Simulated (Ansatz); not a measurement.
**SrRhS3: relaxing a made-up structure**

This structure for SrRhS3 is made up. Its elements were placed in a known structure type with a cell scaled to their sizes. What cell does the guess relax to, and how far off was it?

Method: DFT, PBEsol, plane-wave PAW, files of the set soft_1, scalar-relativistic, no spin, cell and ions relaxed at zero pressure; PAW set soft_1, in Ansatz 0.2.0.

### 1. The starting structure

Symmetry: Pm-3m, No. 221, cubic system. The conventional cell has a = 4.606 Å, b = 4.606 Å, c = 4.606 Å, α = 90.00°, β = 90.00°, γ = 90.00°. Nearest to Rh lie 6 S at 2.30 Å. Nearest to Sr lie 12 S at 3.26 Å. Nearest to S lie 2 Rh at 2.30 Å and 4 Sr at 3.26 Å. Farther neighbours and most contacts between anions are not listed.

Structure file:

```cif
data_structure
_symmetry_space_group_name_H-M 'P 1'
_symmetry_Int_Tables_number 1
_cell_length_a 4.6060
_cell_length_b 4.6060
_cell_length_c 4.6060
_cell_angle_alpha 90.000
_cell_angle_beta 90.000
_cell_angle_gamma 90.000
_cell_volume 97.72
loop_
_atom_site_label
_atom_site_type_symbol
_atom_site_fract_x
_atom_site_fract_y
_atom_site_fract_z
_atom_site_occupancy
Rh1 Rh 0.50000 0.50000 0.50000 1
Sr2 Sr 0.00000 0.00000 0.00000 1
S3 S 0.50000 0.00000 0.50000 1
S4 S 0.00000 0.50000 0.50000 1
S5 S 0.50000 0.50000 0.00000 1
```

### 2. Relaxation of the guess

The guessed cell has no reason to be at equilibrium. It is relaxed with the atoms, within the space group of the guess.

File input.yaml:

```yaml
crystal:
  lattice:
    - [4.606, 0.0, 0.0]
    - [0.0, 4.606, 0.0]
    - [0.0, 0.0, 4.606]
  atoms:
    - { symbol: Rh, position: [0.5, 0.5, 0.5] }
    - { symbol: Sr, position: [0.0, 0.0, 0.0] }
    - { symbol: S, position: [0.5, 0.0, 0.5] }
    - { symbol: S, position: [0.0, 0.5, 0.5] }
    - { symbol: S, position: [0.5, 0.5, 0.0] }
kpoints:
  mp_grid: { grid: [6, 6, 6] }
scf:
  occupations: { method: fermi_dirac, width: 0.05 }
hamiltonian:
  xc: pbesol
  pseudopotentials: { kind: paw, azcp: { folder: soft_1 }, xc_functional: pbe }
relax:
  f_tol: 0.015
  max_steps: 70
  cell: {}
output:
  forces: true
  stress: true
```

Started as:

```console
ansatz run input.yaml --threads 4 --pin off --max-ram 8192MiB --backend cpu --events-out ev --progress --plain --runs-dir out
```

Numbers of over 12 decimals in the logs are rounded to 6 here.

Log:

```text
Engine: ansatz 0.2.0, x86_64-unknown-linux-gnu
Pseudopotentials: kind: paw
Pseudopotential: Rh, paw, valence charge 17, recommended cutoff 420 eV (normal), soft_1/Rh.paw.azcp
Pseudopotential: Sr, paw, valence charge 10, recommended cutoff 420 eV (normal), soft_1/Sr.paw.azcp
Pseudopotential: S, paw, valence charge 6, recommended cutoff 420 eV (normal), soft_1/S.paw.azcp
Functional definition: PBEsol
  exchange = pbesol_x
  correlation = pbesol_c
Crystal: 5 atoms, lattice volume = 97.717 Å³
Basis set: ecut = 420 eV, 1935 PW (Γ), exchange–correlation on 64×64×64 points (8 copies of the dense FFT grid, shifted against one another)
Bands: 28, of which v1, the nominal top of the filled ones, is band 23 counted from 1 (22 counted from 0)
Symmetry: 48 space group operations
Space group: Pm-3m (ITA 221), of the structure as read, at distance tolerance 4.6e-5 Å
k-points: 20 of 216
Non-local potential: Rh, projectors of the file, l = 0: 3, l = 1: 2, l = 2: 2, l = 3: 1
Non-local potential: Sr, projectors of the file, l = 0: 3, l = 1: 2, l = 2: 2
Non-local potential: S, projectors of the file, l = 0: 2, l = 1: 2, l = 2: 1
PAW form: soft (Blöchl's): semilocal exchange-correlation on the pseudo side does not see the compensation charge
PAW frozen core: Rh, regenerated for the run's functional, and the local potential with it (the file was generated under x = pbe(κ = 0.804, μ = 0.219515), c = pbe(β = 0.066725))
PAW frozen core: Sr, regenerated for the run's functional, and the local potential with it (the file was generated under x = pbe(κ = 0.804, μ = 0.219515), c = pbe(β = 0.066725))
PAW frozen core: S, regenerated for the run's functional, and the local potential with it (the file was generated under x = pbe(κ = 0.804, μ = 0.219515), c = pbe(β = 0.066725))
PAW one-centre angular grid: Rh, 590 points (default); XC on 64 Gauss nodes
PAW one-centre angular grid: Sr, 110 points (default); XC on 64 Gauss nodes
PAW one-centre angular grid: S, 110 points (default); XC on 64 Gauss nodes
Initial density: superposition of atomic densities (chi_scale 0.1, normalization cell, long waves kept (reshape's long-wave potential 0.00 eV rms))
Initial wavefunctions: pseudopotential atomic-orbital guess
Functional: x = pbesol(κ = 0.804, μ = 0.123457), c = pbesol(β = 0.046)
SCF iter   1: F=—  HF=-12493.801051 eV  |F-HF|=—  |Δ(HF+E_count)|=         —  Δρ=1.24e-1  dr2=2.82e1  ethr=3.10e-3  ⟨swp⟩=8.3  Hψ=3111  notcnv=0
preconditioner: auto → Kerker (q_TF=auto, 2.398 Å⁻¹)  [metal: Δε(μ)=0.047 eV  Ē_g=10.171 eV  σ=0.050 eV  W_gap=0.23  n_scr=26 (ndim 8)  ℏωp=22.2 eV  f_vac=0.000  D(μ)=5.59/eV (n_scr^D=56)]
SCF iter   2: F=—  HF=-12490.274069 eV  |F-HF|=—  |Δ(HF+E_count)|=    3.53e0  Δρ=4.99e-2  dr2=5.95e0  ethr=3.10e-3  ⟨swp⟩=3.0  Hψ=1338  notcnv=0  defer=5
SCF iter   3: F=—  HF=-12489.453838 eV  |F-HF|=—  |Δ(HF+E_count)|=   8.20e-1  Δρ=2.36e-2  dr2=7.48e-1  ethr=3.10e-3  ⟨swp⟩=3.2  Hψ=1115  notcnv=0  defer=6
SCF iter   4: F=—  HF=-12489.357071 eV  |F-HF|=—  |Δ(HF+E_count)|=   9.68e-2  Δρ=1.60e-2  dr2=5.27e-1  ethr=1.66e-3  ⟨swp⟩=3.0  Hψ=951  notcnv=0  defer=7
SCF iter   5: F=—  HF=-12489.310629 eV  |F-HF|=—  |Δ(HF+E_count)|=   4.64e-2  Δρ=8.85e-3  dr2=1.67e-1  ethr=1.17e-3  ⟨swp⟩=1.0  Hψ=645  notcnv=0  defer=7
SCF iter   6: F=—  HF=-12489.290069 eV  |F-HF|=—  |Δ(HF+E_count)|=   2.06e-2  Δρ=2.16e-3  dr2=1.06e-2  ethr=3.72e-4  ⟨swp⟩=2.9  Hψ=681  notcnv=0  defer=7
SCF iter   7: F=—  HF=-12489.288786 eV  |F-HF|=—  |Δ(HF+E_count)|=   1.28e-3  Δρ=3.60e-4  dr2=2.02e-4  ethr=2.35e-5  ⟨swp⟩=2.3  Hψ=795  notcnv=0  defer=7
SCF iter   8: F=—  HF=-12489.288759 eV  |F-HF|=—  |Δ(HF+E_count)|=   2.73e-5  Δρ=1.06e-4  dr2=1.78e-5  ethr=4.48e-7  ⟨swp⟩=2.4  Hψ=883  notcnv=0  defer=7
SCF iter   9: F=—  HF=-12489.288813 eV  |F-HF|=—  |Δ(HF+E_count)|=   5.44e-5  Δρ=4.89e-5  dr2=3.81e-6  ethr=3.96e-8  ⟨swp⟩=2.0  Hψ=798  notcnv=0  defer=7
SCF iter  10: F=-12489.288813 eV  HF=-12489.288813 eV  |F-HF|=2.44e-8  |Δ(HF+E_count)|=   3.63e-7  Δρ=4.30e-6  dr2=3.05e-8  ethr=2.22e-10  ⟨swp⟩=5.2  Hψ=2552  notcnv=0
SCF 1 converged in 10 iterations: F = -12489.288813 eV  dr2 = 3.05e-8
  greatest PAW one-centre occupation: 0.999 electrons in one spin orbital (limit 2), on the Rh atom at site 0 (counted from 0), in its partial waves of l = 0
relax step   1: F+E_penalty+E_count = -12489.28881282 eV  Δ(F+E_penalty+E_count) = +0.000e0 eV  max|allowed force component| = 6.111e-29 eV/Å  Δτ_max = 0.0000 Å  P = +4.395 GPa  Ω = 97.717 Å³  (10 SCF iters, dr2 threshold 1.00e-7 eV, accepted)
Crystal: 5 atoms, lattice volume = 101.900 Å³
Initial density: handed on by an earlier stage of this run
Initial wavefunctions: those handed on with the density
iter 1 solved again at ethr=2.50e-4 eV; its pass at ethr=3.10e-3 eV (dr2=1.12e-1 eV) is discarded
SCF iter   1: F=—  HF=-12489.360248 eV  |F-HF|=—  |Δ(HF+E_count)|=         —  Δρ=7.31e-3  dr2=1.17e-1  ethr=2.50e-4  ⟨swp⟩=1.1  Hψ=3173  notcnv=0
preconditioner: auto → Kerker (q_TF=auto, 2.381 Å⁻¹)  [metal: Δε(μ)=0.026 eV  Ē_g=10.128 eV  σ=0.050 eV  W_gap=0.13  n_scr=26 (ndim 8)  ℏωp=21.8 eV  f_vac=0.000  D(μ)=7.75/eV (n_scr^D=80)]
SCF iter   2: F=—  HF=-12489.350687 eV  |F-HF|=—  |Δ(HF+E_count)|=   9.56e-3  Δρ=3.46e-3  dr2=3.10e-2  ethr=2.50e-4  ⟨swp⟩=1.8  Hψ=586  notcnv=0
SCF iter   3: F=—  HF=-12489.346681 eV  |F-HF|=—  |Δ(HF+E_count)|=   4.01e-3  Δρ=5.95e-4  dr2=1.24e-3  ethr=6.88e-5  ⟨swp⟩=1.1  Hψ=563  notcnv=0
SCF iter   4: F=—  HF=-12489.346384 eV  |F-HF|=—  |Δ(HF+E_count)|=   2.97e-4  Δρ=2.31e-4  dr2=1.15e-4  ethr=2.75e-6  ⟨swp⟩=2.5  Hψ=920  notcnv=0
SCF iter   5: F=—  HF=-12489.346428 eV  |F-HF|=—  |Δ(HF+E_count)|=   4.39e-5  Δρ=6.36e-5  dr2=6.85e-6  ethr=2.55e-7  ⟨swp⟩=2.0  Hψ=871  notcnv=0
SCF iter   6: F=—  HF=-12489.346427 eV  |F-HF|=—  |Δ(HF+E_count)|=   8.50e-7  Δρ=1.75e-5  dr2=5.77e-7  ethr=1.52e-8  ⟨swp⟩=2.2  Hψ=892  notcnv=0
SCF iter   7: F=-12489.346427 eV  HF=-12489.346427 eV  |F-HF|=1.47e-9  |Δ(HF+E_count)|=   2.56e-8  Δρ=1.84e-6  dr2=4.28e-9  ethr=1.11e-9  ⟨swp⟩=4.9  Hψ=1958  notcnv=0
SCF 2 converged in 7 iterations: F = -12489.346427 eV  dr2 = 4.28e-9
relax step   2: F+E_penalty+E_count = -12489.34642696 eV  Δ(F+E_penalty+E_count) = -5.761e-2 eV  max|allowed force component| = 2.590e-28 eV/Å  Δτ_max = 0.0000 Å  P = +0.251 GPa  Ω = 101.900 Å³  energy of the carried Pulay correction = -1.032e-3 eV  (7 SCF iters, dr2 threshold 5.00e-7 eV, accepted)
Crystal: 5 atoms, lattice volume = 102.164 Å³
Basis set: ecut = 420 eV, 2007 PW (Γ), exchange–correlation on 64×64×64 points (8 copies of the dense FFT grid, shifted against one another)
iter 1 solved again at ethr=7.85e-7 eV; its pass at ethr=3.10e-3 eV (dr2=3.53e-4 eV) is discarded
SCF iter   1: F=—  HF=-12489.346556 eV  |F-HF|=—  |Δ(HF+E_count)|=         —  Δρ=4.54e-4  dr2=4.48e-4  ethr=7.85e-7  ⟨swp⟩=2.1  Hψ=2838  notcnv=0
preconditioner: auto → Kerker (q_TF=auto, 2.380 Å⁻¹)  [metal: Δε(μ)=0.055 eV  Ē_g=10.104 eV  σ=0.050 eV  W_gap=0.27  n_scr=26 (ndim 8)  ℏωp=21.7 eV  f_vac=0.000  D(μ)=7.96/eV (n_scr^D=80)]
SCF iter   2: F=—  HF=-12489.346524 eV  |F-HF|=—  |Δ(HF+E_count)|=   3.16e-5  Δρ=2.06e-4  dr2=1.11e-4  ethr=7.85e-7  ⟨swp⟩=1.0  Hψ=560  notcnv=0
SCF iter   3: F=—  HF=-12489.346586 eV  |F-HF|=—  |Δ(HF+E_count)|=   6.21e-5  Δρ=3.83e-5  dr2=5.67e-6  ethr=2.46e-7  ⟨swp⟩=1.0  Hψ=560  notcnv=0
SCF iter   4: F=—  HF=-12489.346585 eV  |F-HF|=—  |Δ(HF+E_count)|=   1.38e-6  Δρ=1.61e-5  dr2=5.34e-7  ethr=1.26e-8  ⟨swp⟩=2.4  Hψ=843  notcnv=0
iter 5 did not close the SCF: its close was put off for the readings that it lacked (scf_convergence_deferred on its scf_iter line)
SCF iter   5: F=-12489.346585 eV  HF=-12489.346585 eV  |F-HF|=1.18e-8  |Δ(HF+E_count)|=   1.61e-7  Δρ=3.95e-6  dr2=1.77e-8  ethr=1.19e-9  ⟨swp⟩=2.0  Hψ=899  notcnv=0
SCF iter   6: F=-12489.346585 eV  HF=-12489.346585 eV  |F-HF|=1.38e-9  |Δ(HF+E_count)|=   1.80e-9  Δρ=1.02e-6  dr2=1.69e-9  ethr=3.92e-11  ⟨swp⟩=2.9  Hψ=2030  notcnv=0
SCF 3 converged in 6 iterations: F = -12489.346585 eV  dr2 = 1.69e-9
relax step   3: F+E_penalty+E_count = -12489.34658468 eV  Δ(F+E_penalty+E_count) = -1.577e-4 eV  max|allowed force component| = 2.330e-29 eV/Å  Δτ_max = 0.0000 Å  P = +0.018 GPa  Ω = 102.164 Å³  energy of the carried Pulay correction = -1.095e-3 eV  (6 SCF iters, dr2 threshold 1.57e-7 eV, accepted)
Initial wavefunctions: pseudopotential atomic-orbital guess (no wavefunctions were taken with the density)
iter 1 solved again at ethr=9.26e-7 eV; its pass at ethr=3.10e-3 eV (dr2=4.17e-4 eV) is discarded
SCF iter   1: F=—  HF=-12489.342916 eV  |F-HF|=—  |Δ(HF+E_count)|=         —  Δρ=1.12e-3  dr2=2.99e-5  ethr=9.26e-7  ⟨swp⟩=4.0  Hψ=4832  notcnv=0
preconditioner: auto → Kerker (q_TF=auto, 2.380 Å⁻¹)  [metal: Δε(μ)=0.056 eV  Ē_g=10.104 eV  σ=0.050 eV  W_gap=0.27  n_scr=26 (ndim 8)  ℏωp=21.7 eV  f_vac=0.000  D(μ)=7.98/eV (n_scr^D=80)]
SCF iter   2: F=—  HF=-12489.346670 eV  |F-HF|=—  |Δ(HF+E_count)|=   3.75e-3  Δρ=5.69e-4  dr2=7.01e-6  ethr=6.65e-8  ⟨swp⟩=2.0  Hψ=898  notcnv=0
SCF iter   3: F=—  HF=-12489.347712 eV  |F-HF|=—  |Δ(HF+E_count)|=   1.04e-3  Δρ=3.20e-5  dr2=6.03e-8  ethr=1.56e-8  ⟨swp⟩=2.0  Hψ=869  notcnv=0
SCF iter   4: F=—  HF=-12489.347715 eV  |F-HF|=—  |Δ(HF+E_count)|=   2.31e-6  Δρ=2.19e-6  dr2=1.18e-8  ethr=1.34e-10  ⟨swp⟩=2.5  Hψ=1009  notcnv=0
SCF iter   5: F=—  HF=-12489.347715 eV  |F-HF|=—  |Δ(HF+E_count)|=   1.80e-9  Δρ=1.10e-6  dr2=4.09e-9  ethr=2.62e-11  ⟨swp⟩=1.0  Hψ=560  notcnv=0
SCF iter   6: F=—  HF=-12489.347715 eV  |F-HF|=—  |Δ(HF+E_count)|=  8.42e-10  Δρ=3.53e-7  dr2=2.93e-10  ethr=9.09e-12  ⟨swp⟩=2.4  Hψ=826  notcnv=0
SCF iter   7: F=-12489.347715 eV  HF=-12489.347715 eV  |F-HF|=1.82e-12  |Δ(HF+E_count)|=  8.00e-11  Δρ=7.30e-8  dr2=7.71e-12  ethr=1.00e-12  ⟨swp⟩=6.0  Hψ=2426  notcnv=0
SCF 4 converged in 7 iterations: F = -12489.347715 eV  dr2 = 7.71e-12
relax step   4: F+E_penalty+E_count = -12489.34771461 eV  Δ(F+E_penalty+E_count) = -1.130e-3 eV  max|allowed force component| = 2.039e-29 eV/Å  Δτ_max = 0.0000 Å  P = +0.021 GPa  Ω = 102.164 Å³  stress off target by 2.14e-2 GPa  SCF on the basis re-selected at this cell (its energy is not comparable with the rows above)  (7 SCF iters)
basis re-selected at this cell: Δ(F+E_penalty+E_count) = -1.130e-3 eV, ΔP = +0.003 GPa vs the last step (what re-selecting the basis moved, of the pressure what is left beyond the Pulay correction that the steps carried, after the strain that the cell walked since its last selection, with what the two solves' SCF thresholds leave and, on support functions, any second-order correction that the steps lacked; it is no m [...]
SCF converged after 7 iterations
Free energy (F): -12489.347715 eV
Harris-Foulkes:  -12489.347715 eV  (|F-HF|=1.82e-12)
Internal energy: -12489.282714 eV  (E = F + TS)
E sigma→0 (E₀):  -12489.315214 eV
Entropy (-TS):   -0.065000 eV (-13.000 meV/atom)
Fermi energy:    8.953056 eV
--- Per-component energies (eV) ---
  E_band       = -336.468237
  E_kinetic    = 1086.955533
  E_local      = -3798.811191  (includes V_loc(G=0)·N_el)
  E_nonlocal   = 639.821187
  E_hartree    = 1376.571617
  E_xc         = -638.017069
  E_vxc        = -655.338576  (∫ρ·V_xc dr)
  E_paw        = -7957.505618  (= ΣΔE_a)
  E_vpaw       = -362.238289  (= ΣTr[D̂ρ^β])
  E_aug_tail   = 0.000046  (compensation charges beyond the density's cutoff)
  E_ewald      = -3198.893617
  E_core_change = 0.596397  (= ΣΔE_core)
  E_smearing   = -0.065000  (= −TS)
  E_closure    = 0.000000  (closes the sum)
  Σ components = -12489.347715   (vs F -12489.347715, Δ=0.00e0)
--- Forces (eV/Å), atoms counted from 1 ---
  atom   1  Rh     0.00000000     0.00000000     0.00000000
  atom   2  Sr    -0.00000000    -0.00000000    -0.00000000
  atom   3  S     -0.00000000    -0.00000000     0.00000000
  atom   4  S      0.00000000     0.00000000     0.00000000
  atom   5  S     -0.00000000     0.00000000     0.00000000
  max |Σ_I F_I| component: 2.43e-29 eV/Å
--- Stress (GPa, compression-positive) ---
        0.021364      -0.000000       0.000000
       -0.000000       0.021364       0.000000
        0.000000       0.000000       0.021364
  P = ⅓ Tr σ = 0.0214 GPa (0.214 kbar)
--- Relaxed structure (3 steps of the walk, 3 accepted, 1 SCFs on fresh bases) ---
  F+E_penalty+E_count = -12489.34771461 eV   max|allowed force component| = 2.039e-29 eV/Å   (the final SCF, on the basis selected at the relaxed cell)
  cell:  # Å, volume = 102.1644 Å³
    - [4.674837, 0, 0]
    - [0, 4.674837, 0.0]
    - [0, 0.0, 4.674837]
  atoms:
    - { symbol: Rh, position: [0.5, 0.5, 0.5] }
    - { symbol: Sr, position: [0, 0, 0] }
    - { symbol: S, position: [0.5, 0, 0.5] }
    - { symbol: S, position: [0, 0.5, 0.5] }
    - { symbol: S, position: [0.5, 0.5, 0] }
```

The job ended after 3.4 s (4 threads of Intel Xeon Platinum 8375C at 2.90GHz (Ice Lake), shared host; peak memory 0.48 GiB).

This run has no spin polarisation although its electron count is odd.

The steps of the relaxation:

| step | energy less that of the first step (eV) | largest force component (eV/Å) | pressure (GPa) | volume (Å³) |
| --- | --- | --- | --- | --- |
| 1 | 0.0000 | 0.0000 | 4.40 | 97.72 |
| 2 | -0.0576 | 0.0000 | 0.25 | 101.90 |
| 3 | -0.0578 | 0.0000 | 0.02 | 102.16 |
| 4* | -0.0589 | 0.0000 | 0.02 | 102.16 |

Relaxation steps marked * repeat the geometry before them on a plane-wave basis chosen anew for their cell, so energy and pressure can jump there.

Forces are held to the 48 operations that the run works with; a distortion that breaks them can't arise in this run.

| conventional cell, symmetrised | before | after | change |
| --- | --- | --- | --- |
| a (Å) | 4.606 | 4.675 | +1.5 % |
| b (Å) | 4.606 | 4.675 | +1.5 % |
| c (Å) | 4.606 | 4.675 | +1.5 % |
| volume (Å³/atom) | 19.54 | 20.43 | +4.6 % |

Final coordinates:

```cif
data_structure
_symmetry_space_group_name_H-M 'P 1'
_symmetry_Int_Tables_number 1
_cell_length_a 4.6748
_cell_length_b 4.6748
_cell_length_c 4.6748
_cell_angle_alpha 90.000
_cell_angle_beta 90.000
_cell_angle_gamma 90.000
_cell_volume 102.16
loop_
_atom_site_label
_atom_site_type_symbol
_atom_site_fract_x
_atom_site_fract_y
_atom_site_fract_z
_atom_site_occupancy
Rh1 Rh 0.50000 0.50000 0.50000 1
Sr2 Sr 0.00000 0.00000 0.00000 1
S3 S 0.50000 0.00000 0.50000 1
S4 S 0.00000 0.50000 0.50000 1
S5 S 0.50000 0.50000 0.00000 1
```

This step gave:

| Property | Result |
| --- | --- |
| free energy | -12489.3477 eV |
| energy at zero smearing | -12489.3152 eV |
| smearing term TS | 0.06500 eV |
| Fermi energy | 8.953 eV |
| electrons | 45 |
| symmetry operations | 48 |
| pressure | 0.02136 GPa |

The shortest distance of each pair, which need not be the same contact before and after:

| pair | guess (Å) | relaxed (Å) |
| --- | --- | --- |
| Rh–S | 2.303 | 2.337 |
| S–Sr | 3.257 | 3.306 |
| S–S | 3.257 | 3.306 |
| Rh–Sr | 3.989 | 4.049 |
| Rh–Rh | 4.606 | 4.675 |

The relaxation ends with a pressure of 0.02 GPa.

### 3. What came out

```json
{
  "space group, relaxed": "Pm-3m",
  "conventional cell": "a = 4.675, b = 4.675, c = 4.675 Å; α = 90.0°, β = 90.0°, γ = 90.0°",
  "volume per atom": "20.43 Å³ (guess 19.54)"
}
```

What this shows: SrRhS3 relaxes to Pm-3m with a = 4.675, b = 4.675 and c = 4.675 Å. The guessed volume was 4 % too small. The space group Pm-3m was held in the relaxation, so the end point is a stationary structure within it and may be a saddle against distortions or other arrangements. Mesh and cutoff weren't tested. No dispersion term is used, so weakly bound directions may come out too long. The runs have no spin, and magnetism wasn't tested. Nothing here tests whether the compound is stable against decomposition.

[Logs are printed without paths, hosts, clocks, repeated set-up lines and the standing remarks that a program may print on its own settings, such as how far it seeks lower states.]

[Hosts, paths, dates, database ids (printed as entryN), source tags and the programs' standing remarks are cut or masked in the printed files.]
